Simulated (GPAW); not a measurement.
# AlN (P6_3mc): refractive index against wavelength

The refractive index of AlN (P6_3mc) along x below the direct gap (4.14 eV on the mesh) is read from one computed spectrum, n = √(Re ε). x, y and z are the Cartesian axes of the input cell.

The structure is hexagonal, space group P6_3mc (No. 186). The conventional cell has a = 3.113 Å, b = 3.113 Å, c = 4.981 Å, α = 90.00°, β = 90.00°, γ = 120.00°. Al on site b has 4 N at 1.89 Å as nearest neighbours. N on site b has 4 Al at 1.89 Å as nearest neighbours.

Method: GPAW 26.7.0, PBE, RPA, k-mesh 12×12×7, local fields up to 60 eV, Lorentzian half width 0.2 eV.

Launch of the response step: `OMP_NUM_THREADS=1 python df.py`. The run took 88 s, its band step included, on 1 thread of Arm Neoverse V2, on a shared host.

| wavelength (nm) | photon energy E (eV) | n |
| --- | --- | --- |
| 1310 | 0.946 | 2.0793 |
| 1064 | 1.165 | 2.0846 |
| 850 | 1.459 | 2.0937 |
| 700 | 1.771 | 2.1060 |
| 633 | 1.959 | 2.1147 |
| 532 | 2.331 | 2.1356 |
| 450 | 2.755 | ? |

In the single-oscillator model n² − 1 = E₀E_d/(E₀² − E²), so 1/(n² − 1) = E₀/E_d − E²/(E₀E_d) is linear in E².

Working, on the rows shown:

| x = E² (eV²) | y = 1/(n² − 1) |
| --- | --- |
| 0.895757 | 0.300889 |
| 1.35784 | 0.298904 |
| 2.12762 | 0.295545 |
| 3.13716 | 0.291101 |
| 3.83641 | 0.288022 |
| 5.43137 | 0.280837 |

Means: x̄ = 2.7977, ȳ = 0.29255. Σ(x − x̄)(y − ȳ) = -0.06306, Σ(x − x̄)² = 14.27. Slope = -0.06306 / 14.27 = -0.004419; intercept = ȳ − slope · x̄ = 0.30491. Turned back into n, the line misses the rows shown by at most 0.00022.

Problem. What does the fit predict for the withheld row, and how well does it do?

Solution. At x = 7.5912 the line gives y = 0.27137, that is 2.1645. The run gave 2.1663, so the extrapolation is off by 0.0018, 2 % of the range in the table.

Refitted with all rows, the slope is -0.004488 and the intercept 0.30507. These give E₀ = √(intercept/−slope) = 8.24 eV and E_d = E₀/intercept = 27.0 eV; E₀ is 2.0 times the direct gap. The electronic limit at long wavelengths, without lattice vibrations, is n = √(1 + 1/intercept) = 2.068. The cell comes from an older database entry, whose edges can be off by a per cent or so. Excitons are left out; PBE gaps are as a rule too small. The values come from a sum over the points of one k-mesh and carry its error, which grows as the direct gap shrinks.
